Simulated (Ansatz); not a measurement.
# How BAs (F-43m) expands on warming

Aim: the lattice, expansion, heat capacity and bulk modulus of BAs as it warms.

Experimental results on record:
- volume expansion coefficient 11.55 1e-6/K near room temperature (given in “Basic Physical Properties of Cubic Boron Arsenide (three times its linear coefficient)”, 2019, arxiv:1911.11281)
- volume expansion coefficient 10.8 1e-6/K near room temperature (given in “Thermal expansion coefficients of high thermal conducting BAs and BP materials (three times its linear coefficient)”, 2019, arxiv:1906.04101)

Method: DFT PBE, scalar-relativistic, plane waves, PAW, in the first sound run; inputs show where later runs differ, in Ansatz 0.2.0.

### Step 1. The starting structure

The structure is cubic, space group F-43m (No. 216). The conventional cell has a = 4.777 Å, b = 4.777 Å, c = 4.777 Å, α = 90.00°, β = 90.00°, γ = 90.00°. B has 4 As at 2.07 Å nearest. Nearest to As lie 4 B at 2.07 Å. Farther neighbours are not listed.

### Step 2. Probe on a coarse mesh

Before spending time, one coarse run tells the gap and the pressure of the starting cell.

The input, input.yaml:

```yaml
crystal:
  lattice:
    - [0.0, 2.3885, 2.3885]
    - [2.3885, 0.0, 2.3885]
    - [2.3885, 2.3885, 0.0]
  atoms:
    - { symbol: B, position: [0.0, 0.0, 0.0] }
    - { symbol: As, position: [0.25, 0.25, 0.25] }
kpoints:
  mp_grid: { grid: [6, 6, 6] }
hamiltonian:
  xc: pbe
scf:
  occupations: { method: gaussian, width: 0.1 }
output:
  forces: true
  stress: true
  eigenvalues: true
```

Launch:

```
> ansatz run input.yaml --threads 4 --pin off --max-ram 16384MiB --backend cpu --events-out ev --progress --plain --runs-dir out
```

Numbers of over 12 decimals in the logs are rounded to 6 here.

Log:

```text
Engine: ansatz 0.2.0, aarch64-unknown-linux-gnu
Pseudopotentials: kind: paw
Pseudopotential: B, paw, valence charge 3, recommended cutoff 420 eV (normal), B.paw.azcp
Pseudopotential: As, paw, valence charge 15, recommended cutoff 420 eV (normal), As.paw.azcp
Functional definition: PBE
  parameter kappa = 0.804
  parameter beta = 0.066725
  exchange = pbe_x(kappa = kappa, mu = beta*pi^2/3)
  correlation = pbe_c(beta = beta)
Crystal: 2 atoms, lattice volume = 27.252 Å³
Basis set: ecut = 420 eV, 531 PW (Γ), exchange–correlation on 48×48×48 points (8 copies of the dense FFT grid, shifted against one another)
Bands: 13, of which v1, the nominal top of the filled ones, is band 9 counted from 1 (8 counted from 0)
Symmetry: 24 space group operations
Space group: F-43m (ITA 216), of the structure as read, at distance tolerance 3.0e-5 Å
k-points: 16 of 216 (time reversal used)
Non-local potential: B, projectors of the file, l = 0: 2, l = 1: 2, l = 2: 1
Non-local potential: As, projectors of the file, l = 0: 2, l = 1: 2, l = 2: 3, l = 3: 1
PAW form: soft (Blöchl's): semilocal exchange-correlation on the pseudo side does not see the compensation charge
PAW one-centre angular grid: B, 110 points (default); XC on 64 Gauss nodes
PAW one-centre angular grid: As, 590 points (default); XC on 64 Gauss nodes
Initial density: superposition of atomic densities (neutral atoms: chi_scale 0, normalization atom), corrected by the library's trained network
Initial wavefunctions: pseudopotential atomic-orbital guess
Functional: x = pbe(κ = 0.804, μ = 0.219515), c = pbe(β = 0.066725)
SCF iter   1: F=—  HF=-5012.081530 eV  |F-HF|=—  |Δ(HF+E_count)|=         —  Δρ=8.65e-4  dr2=1.40e-4  ethr=1.77e-3  ⟨swp⟩=5.1  Hψ=1179  notcnv=0
preconditioner: auto → none  [insulator: Δε(μ)=1.284 eV  Ē_g=12.417 eV  σ=0.100 eV  W_gap=1.00  n_scr=8 (ndim 8)  ℏωp=20.1 eV  f_vac=0.001  D(μ)=0.00/eV (n_scr^D=0)  ε∞_Penn≈3.6]
SCF iter   2: F=—  HF=-5012.081536 eV  |F-HF|=—  |Δ(HF+E_count)|=   5.84e-6  Δρ=4.67e-4  dr2=3.64e-5  ethr=7.77e-7  ⟨swp⟩=2.4  Hψ=481  notcnv=0
SCF iter   3: F=—  HF=-5012.081573 eV  |F-HF|=—  |Δ(HF+E_count)|=   3.68e-5  Δρ=2.10e-4  dr2=6.76e-6  ethr=2.02e-7  ⟨swp⟩=2.0  Hψ=350  notcnv=0
SCF iter   4: F=—  HF=-5012.081585 eV  |F-HF|=—  |Δ(HF+E_count)|=   1.26e-5  Δρ=3.86e-5  dr2=4.08e-7  ethr=3.76e-8  ⟨swp⟩=2.0  Hψ=271  notcnv=0
iter 5 did not close the SCF: its close was put off for the readings that it lacked (scf_convergence_deferred on its scf_iter line)
SCF iter   5: F=-5012.081585 eV  HF=-5012.081585 eV  |F-HF|=1.59e-8  |Δ(HF+E_count)|=   1.58e-8  Δρ=8.24e-6  dr2=1.39e-8  ethr=2.27e-9  ⟨swp⟩=2.0  Hψ=352  notcnv=0
SCF iter   6: F=-5012.081585 eV  HF=-5012.081585 eV  |F-HF|=1.75e-9  |Δ(HF+E_count)|=   2.14e-8  Δρ=3.08e-6  dr2=2.91e-9  ethr=7.74e-11  ⟨swp⟩=2.0  Hψ=658  notcnv=0
SCF 1 converged in 6 iterations: F = -5012.081585 eV  dr2 = 2.91e-9
  greatest PAW one-centre occupation: 0.999 electrons in one spin orbital (limit 2), on the As atom at site 1 (counted from 0), in its partial waves of l = 2
SCF converged after 6 iterations
Free energy (F): -5012.081585 eV
Harris-Foulkes:  -5012.081585 eV  (|F-HF|=1.75e-9)
Internal energy: -5012.081585 eV  (E = F + TS)
E sigma→0 (E₀):  -5012.081585 eV
Fermi energy:    11.769444 eV
--- Per-component energies (eV) ---
  E_band       = -210.158264
  E_kinetic    = 152.187546
  E_local      = -1694.072837  (includes V_loc(G=0)·N_el)
  E_nonlocal   = -657.821164
  E_hartree    = 940.154487
  E_xc         = -111.434969
  E_vxc        = -117.669024  (∫ρ·V_xc dr)
  E_paw        = -1915.319658  (= ΣΔE_a)
  E_vpaw       = 226.906683  (= ΣTr[D̂ρ^β])
  E_aug_tail   = 0.000007  (compensation charges beyond the density's cutoff)
  E_ewald      = -1725.774997
  E_smearing   = -0.000000  (= −TS)
  E_closure    = 0.000000  (closes the sum)
  Σ components = -5012.081585   (vs F -5012.081585, Δ=0.00e0)
--- Forces (eV/Å), atoms counted from 1 ---
  atom   1  B      0.00000000    -0.00000000    -0.00000000
  atom   2  As     0.00000000    -0.00000000     0.00000000
  max |Σ_I F_I| component: 5.93e-16 eV/Å
--- Stress (GPa, compression-positive) ---
        2.807681       0.000000      -0.000000
       -0.000000       2.807681       0.000000
        0.000000       0.000000       2.807681
  P = ⅓ Tr σ = 2.8077 GPa (28.077 kbar)
--- Band table (eV; the first three rows and the last of 16) ---
  k-point 0: bands = [... 5 lower, -4.2734, 11.1319, 11.1319, 11.1319, 14.4103, 14.4103, 14.4103, 15.8058]
  k-point 1: bands = [... 5 lower, -3.8203, 8.1749, 10.4507, 10.4507, 14.4318, 15.2984, 15.2984, 17.7796]
  k-point 2: bands = [... 5 lower, -2.5541, 4.3959, 9.6171, 9.6171, 13.9926, 15.9691, 15.9691, 19.8275]
  k-point 15: bands = [... 5 lower, 0.0262, 2.9360, 5.9840, 6.1810, 14.9163, 15.1259, 19.8006, 20.0341]
```

Wall time 0.27 s (4 threads of Arm Neoverse V2, shared host); peak memory 0.27 GiB; 0.69 s of CPU time.

In the SCF lines HF is the Harris–Foulkes energy and dr2 the Hartree energy of the density residual, in eV; the loop may stop once dr2 is under the threshold and the program's other checks hold. Hψ counts applications of the Hamiltonian.

A gap read on the k-mesh alone can miss the band edges.

Numbers from this step:

- pressure: 2.808 GPa
- gap on the k-mesh: 1.281 eV
- volume per atom: 13.63 Å³

The start is under 2.8 GPa at this level and looks like an insulator or semiconductor on this mesh.

### Step 3. Finding the static equilibrium

Phonons are second derivatives about a minimum, so cell and atoms are relaxed first, inside the symmetry of the start.

input.yaml, the sections that differ from step 2:

```yaml
kpoints:
  mp_grid: { grid: [10, 10, 10] }
scf:
  occupations: { method: gaussian, width: 0.02 }
output:
  forces: true
  stress: true
  eigenvalues: true
  write_density: true
  write_potential: true
  elf: true
  volumetric_format: npy
relax:
  adjacent_minimum: "off"
  f_tol: 0.005
  max_steps: 80
  cell: { stress_tol: 0.05 }
# crystal, hamiltonian: as in step 2
```

Log:

```text
[...]
Crystal: 2 atoms, lattice volume = 27.252 Å³
Basis set: ecut = 420 eV, 531 PW (Γ), exchange–correlation on 48×48×48 points (8 copies of the dense FFT grid, shifted against one another)
Bands: 13, of which v1, the nominal top of the filled ones, is band 9 counted from 1 (8 counted from 0)
Symmetry: 24 space group operations
[...]
k-points: 47 of 1000 (time reversal used)
[...]
SCF iter   1: F=—  HF=-5012.100099 eV  |F-HF|=—  |Δ(HF+E_count)|=         —  Δρ=7.94e-4  dr2=9.93e-5  ethr=1.77e-3  ⟨swp⟩=6.0  Hψ=3363  notcnv=0
[...]
SCF iter   6: F=-5012.100282 eV  HF=-5012.100282 eV  |F-HF|=1.04e-8  |Δ(HF+E_count)|=   9.28e-9  Δρ=6.14e-6  dr2=7.47e-9  ethr=4.62e-10  ⟨swp⟩=4.9  Hψ=3082  notcnv=0
SCF 1 converged in 6 iterations: F = -5012.100282 eV  dr2 = 7.47e-9
[...]
relax step   1: F+E_penalty+E_count = -5012.10028247 eV  Δ(F+E_penalty+E_count) = +0.000e0 eV  max|allowed force component| = 2.594e-16 eV/Å  Δτ_max = 0.0000 Å  P = +2.769 GPa  Ω = 27.252 Å³  (6 SCF iters, dr2 threshold 1.00e-7 eV, accepted)
Crystal: 2 atoms, lattice volume = 27.650 Å³
Basis set: ecut = 420 eV, 537 PW (Γ), exchange–correlation on 48×48×48 points (8 copies of the dense FFT grid, shifted against one another)
[...]
iter 1 solved again at ethr=1.07e-5 eV; its pass at ethr=3.10e-3 eV (dr2=1.93e-3 eV) is discarded
[...]
SCF iter   5: F=-5012.104374 eV  HF=-5012.104374 eV  |F-HF|=5.67e-8  |Δ(HF+E_count)|=   1.92e-7  Δρ=1.71e-5  dr2=7.58e-8  ethr=1.11e-9  ⟨swp⟩=5.4  Hψ=3467  notcnv=0
SCF 2 converged in 5 iterations: F = -5012.104374 eV  dr2 = 7.58e-8
relax step   2: F+E_penalty+E_count = -5012.10437398 eV  Δ(F+E_penalty+E_count) = -4.092e-3 eV  max|allowed force component| = 4.134e-17 eV/Å  Δτ_max = 0.0000 Å  P = +0.750 GPa  Ω = 27.650 Å³  energy of the carried Pulay correction = -2.452e-4 eV  (5 SCF iters, dr2 threshold 2.00e-7 eV, accepted)
Crystal: 2 atoms, lattice volume = 27.801 Å³
[...]
SCF iter   5: F=-5012.104644 eV  HF=-5012.104644 eV  |F-HF|=9.73e-9  |Δ(HF+E_count)|=   3.72e-8  Δρ=7.29e-6  dr2=1.48e-8  ethr=1.11e-9  ⟨swp⟩=8.0  Hψ=3725  notcnv=0
SCF 3 converged in 5 iterations: F = -5012.104644 eV  dr2 = 1.48e-8
relax step   3: F+E_penalty+E_count = -5012.10464396 eV  Δ(F+E_penalty+E_count) = -2.700e-4 eV  max|allowed force component| = 1.156e-16 eV/Å  Δτ_max = 0.0000 Å  P = +0.023 GPa  Ω = 27.801 Å³  energy of the carried Pulay correction = -3.372e-4 eV  (5 SCF iters, dr2 threshold 2.00e-7 eV, accepted)
[...]
SCF iter   5: F=-5012.104996 eV  HF=-5012.104996 eV  |F-HF|=6.37e-12  |Δ(HF+E_count)|=  2.91e-10  Δρ=1.47e-7  dr2=3.61e-12  ethr=1.00e-12  ⟨swp⟩=5.2  Hψ=2260  notcnv=0
SCF 4 converged in 5 iterations: F = -5012.104996 eV  dr2 = 3.61e-12
relax step   4: F+E_penalty+E_count = -5012.10499585 eV  Δ(F+E_penalty+E_count) = -3.519e-4 eV  max|allowed force component| = 1.879e-17 eV/Å  Δτ_max = 0.0000 Å  P = +0.038 GPa  Ω = 27.801 Å³  stress off target by 3.84e-2 GPa  SCF on the basis re-selected at this cell (its energy is not comparable with the rows above)  (5 SCF iters)
basis re-selected at this cell: Δ(F+E_penalty+E_count) = -3.519e-4 eV, ΔP = +0.015 GPa vs the last step (what re-selecting the basis moved, of the pressure what is left beyond the Pulay correction that the steps carried, after the strain that the cell walked since its last selection, with what the two solves' SCF thresholds leave and, on support functions, any second-order correction that the steps lacked; it is no m [...]
SCF converged after 5 iterations
Free energy (F): -5012.104996 eV
[...]
Internal energy: -5012.104996 eV  (E = F + TS)
E sigma→0 (E₀):  -5012.104996 eV
Fermi energy:    11.412359 eV
[...]
--- Stress (GPa, compression-positive) ---
        0.038354       0.000000      -0.000000
        0.000000       0.038354       0.000000
       -0.000000       0.000000       0.038354
  P = ⅓ Tr σ = 0.0384 GPa (0.384 kbar)
--- Band table (eV; the first three rows and the last of 47) ---
  k-point 0: bands = [... 5 lower, -4.4128, 10.8104, 10.8104, 10.8104, 14.0667, 14.0667, 14.0667, 15.2325]
  k-point 1: bands = [... 5 lower, -4.2516, 9.4270, 10.5163, 10.5163, 14.1669, 14.4556, 14.4556, 16.1574]
  k-point 2: bands = [... 5 lower, -3.7764, 7.0962, 9.9536, 9.9536, 13.9196, 15.1634, 15.1634, 17.8301]
  k-point 46: bands = [... 5 lower, -0.1997, 2.7939, 5.5748, 5.8259, 15.3332, 15.6189, 18.5236, 18.6597]
--- Relaxed structure (3 steps of the walk, 3 accepted, 1 SCFs on fresh bases) ---
  F+E_penalty+E_count = -5012.10499585 eV   max|allowed force component| = 1.879e-17 eV/Å   (the final SCF, on the basis selected at the relaxed cell)
  cell:  # Å, volume = 27.8007 Å³
    - [0, 2.404411, 2.404411]
    - [2.404411, 0, 2.404411]
    - [2.404411, 2.404411, 0]
  atoms:
    - { symbol: B, position: [0, 0, 0] }
    - { symbol: As, position: [0.250000, 0.250000, 0.250000] }
```

Wall time 1.9 s (4 threads); peak memory 0.32 GiB; 6.5 s of CPU time.

Relaxation path:

| step | energy less that of the first step (eV) | largest force component (eV/Å) | pressure (GPa) | volume (Å³) |
| --- | --- | --- | --- | --- |
| 1 | 0.0000 | 0.0000 | 2.77 | 27.25 |
| 2 | -0.0041 | 0.0000 | 0.75 | 27.65 |
| 3 | -0.0044 | 0.0000 | 0.02 | 27.80 |
| 4* | -0.0047 | 0.0000 | 0.04 | 27.80 |

Relaxation steps marked * repeat the geometry before them on a plane-wave basis chosen anew for their cell, so energy and pressure can jump there.

Forces are held to the 24 operations that the run works with; a distortion that breaks them can't arise in this run.

| conventional cell, symmetrised | before | after | change |
| --- | --- | --- | --- |
| a (Å) | 4.777 | 4.809 | +0.7 % |
| b (Å) | 4.777 | 4.809 | +0.7 % |
| c (Å) | 4.777 | 4.809 | +0.7 % |
| volume (Å³/atom) | 13.63 | 13.90 | +2.0 % |

The relaxed structure:

```cif
data_structure
_symmetry_space_group_name_H-M 'P 1'
_symmetry_Int_Tables_number 1
_cell_length_a 3.4004
_cell_length_b 3.4004
_cell_length_c 3.4004
_cell_angle_alpha 60.000
_cell_angle_beta 60.000
_cell_angle_gamma 60.000
_cell_volume 27.80
loop_
_atom_site_label
_atom_site_type_symbol
_atom_site_fract_x
_atom_site_fract_y
_atom_site_fract_z
_atom_site_occupancy
B1 B 0.00000 0.00000 0.00000 1
As2 As 0.25000 0.25000 0.25000 1
```

This step gave:

| Quantity | Value |
| --- | --- |
| pressure | 0.03835 GPa |
| gap on the k-mesh | 1.204 eV |
| volume per atom | 13.90 Å³ |

Electrostatic potential energy in the ac plane of a cell with a along [110], b along [-110] and c along [001] of the cube at fractional y = 0.000, with atoms of B and As within 0.2 Å of it. With pseudopotentials it is smooth inside the atoms' cores, unlike the true potential.

Values in eV, 7 rows by 16 columns, each cell a mean:
```
-26  -6   1  -1  -1   0   0 -20 -26  -6   1  -1  -1   0   0 -20
 10   6  -5  15  17   2   0   9  10   6  -5  15  17   2   0   9
 12   9  -1   0   2  -3   6  12  12   9  -1   0   2  -3   6  12
 13  13  11   9   9  11  12  13  13  13  11   9   9  11  12  13
 13  13  13  14  14  14  13  13  13  13  13  14  14  14  13  13
  6  10  13  14  14  13  11   8   6  10  13  14  14  13  11   8
-35 -11   9  12  12  11   0 -29 -35 -11   9  12  12  11   0 -29
```
Columns run along a (6.8 Å; values clipped at the 3rd and 97th percentile), rows up along c (4.8 Å), edges of the conventional cell, whose origin can differ from the input's. Atoms in or near the plane, at fractional coordinates: B at (0.50, 0.00), B at (0.00, 0.00), As at (0.75, 0.75), As at (0.25, 0.75).

Valence density in the ac plane of a cell with a along [110], b along [-110] and c along [001] of the cube at fractional y = 0.000, with atoms of B and As within 0.2 Å of it. It is the smooth field of the valence electrons, not physical close to the nuclei.

Values in e/Å³, 7 rows by 16 columns, each cell a mean:
```
 1  1  1  2  2  1  1  1  1  1  1  2  2  1  1  1
 0  0  2 14 20  4  1  0  0  0  2 14 20  4  1  0
 0  0  1  4  5  1  0  0  0  0  1  4  5  1  0  0
 0  0  0  0  0  0  0  0  0  0  0  0  0  0  0  0
 0  0  0  0  0  0  0  0  0  0  0  0  0  0  0  0
 0  0  0  0  0  0  0  0  0  0  0  0  0  0  0  0
 1  1  0  0  0  0  0  1  1  1  0  0  0  0  0  1
```
Columns run along a (6.8 Å), rows up along c (4.8 Å), edges of the conventional cell, whose origin can differ from the input's. Atoms in or near the plane, at fractional coordinates: B at (0.50, 0.00), B at (0.00, 0.00), As at (0.75, 0.75), As at (0.25, 0.75).

ELF in the ac plane of a cell with a along [110], b along [-110] and c along [001] of the cube at fractional y = 0.000, with atoms of B and As within 0.2 Å of it. It is the smooth field of the valence electrons, not physical close to the nuclei.

Values, 7 rows by 16 columns, each cell a mean:
```
0.37 0.77 0.80 0.59 0.54 0.73 0.84 0.53 0.37 0.77 0.80 0.59 0.54 0.73 0.84 0.53
0.51 0.68 0.60 0.26 0.20 0.48 0.69 0.58 0.51 0.68 0.60 0.26 0.20 0.48 0.69 0.58
0.12 0.31 0.50 0.47 0.44 0.51 0.40 0.17 0.12 0.31 0.50 0.47 0.44 0.51 0.40 0.17
0.03 0.07 0.21 0.36 0.38 0.27 0.11 0.04 0.03 0.07 0.21 0.36 0.38 0.27 0.11 0.04
0.15 0.09 0.05 0.04 0.04 0.04 0.07 0.13 0.15 0.09 0.05 0.04 0.04 0.04 0.07 0.13
0.52 0.38 0.17 0.04 0.03 0.10 0.30 0.49 0.52 0.38 0.17 0.04 0.03 0.10 0.30 0.49
0.19 0.44 0.51 0.33 0.29 0.45 0.52 0.26 0.19 0.44 0.51 0.33 0.29 0.45 0.52 0.26
```
Columns run along a (6.8 Å), rows up along c (4.8 Å), edges of the conventional cell, whose origin can differ from the input's. Atoms in or near the plane, at fractional coordinates: B at (0.50, 0.00), B at (0.00, 0.00), As at (0.75, 0.75), As at (0.25, 0.75).

The relaxation ends with a pressure of 0.04 GPa.

### Step 4. Relaxing to small residual forces and stress

The relaxation is repeated with tighter thresholds on force and stress, since phonons are sensitive to what is left; a change of mesh or smearing in the input moves the cell too.

The input, input.yaml:

```yaml
crystal:
  lattice:
    - [0.0, 2.4044111882, 2.4044111882]
    - [2.4044111882, 0.0, 2.4044111882]
    - [2.4044111882, 2.4044111882, 0.0]
  atoms:
    - { symbol: B, position: [0.0, 0.0, 0.0] }
    - { symbol: As, position: [0.25, 0.25, 0.25] }
kpoints:
  mp_grid: { grid: [12, 12, 12] }
hamiltonian:
  xc: pbe
scf:
  occupations: { method: fixed }
output:
  forces: true
  stress: true
  eigenvalues: true
relax:
  adjacent_minimum: "off"
  f_tol: 0.001
  max_steps: 60
  cell: { stress_tol: 0.01 }
```

Log:

```text
[...]
Crystal: 2 atoms, lattice volume = 27.801 Å³
Basis set: ecut = 420 eV, 537 PW (Γ), exchange–correlation on 48×48×48 points (8 copies of the dense FFT grid, shifted against one another)
Bands: 13, of which v1, the nominal top of the filled ones, is band 9 counted from 1 (8 counted from 0)
Symmetry: 24 space group operations
[...]
k-points: 72 of 1728 (time reversal used)
[...]
k-point 71: bands = [... 5 lower, -0.1884, 2.8452, 5.4473, 5.7371, 16.0665, 16.6367, 17.5777, 17.7271]
--- Relaxed structure (3 steps of the walk, 3 accepted, 1 SCFs on fresh bases) ---
[...]
cell:  # Å, volume = 27.8090 Å³
    - [0, 2.404650, 2.404650]
    - [2.404650, 0, 2.404650]
    - [2.404650, 2.404650, 0]
  atoms:
    - { symbol: B, position: [0, 0, 0] }
    - { symbol: As, position: [0.250000, 0.250000, 0.250000] }
[key lines of the parts left out:]
SCF converged after 4 iterations
Free energy (F): -5012.105337 eV
Fermi energy:    10.805591 eV
P = ⅓ Tr σ = -0.0000 GPa (-0.000 kbar)
```

Run time: 2.4 s. Hardware: 4 threads; peak memory 0.33 GiB.

Little changed from the start: no atom moved by 0.005 Å and no cell edge by 0.1 %.

This step gave:

```yaml
pressure: -5.08e-6 GPa
gap_on_the_k_mesh: 1.213 eV
```

The residual pressure is -5.1e-6 GPa, small enough for phonons.

(Part 1 of 2 ends here.)

[Logs are printed without paths, hosts, clocks, repeated set-up lines and the standing remarks that a program may print on its own settings, such as how far it seeks lower states.]

[Hosts, paths, dates, database ids (printed as entryN), source tags and the programs' standing remarks are cut or masked in the printed files.]

[A step with changed settings may run another functional than the one named; its input shows which.]
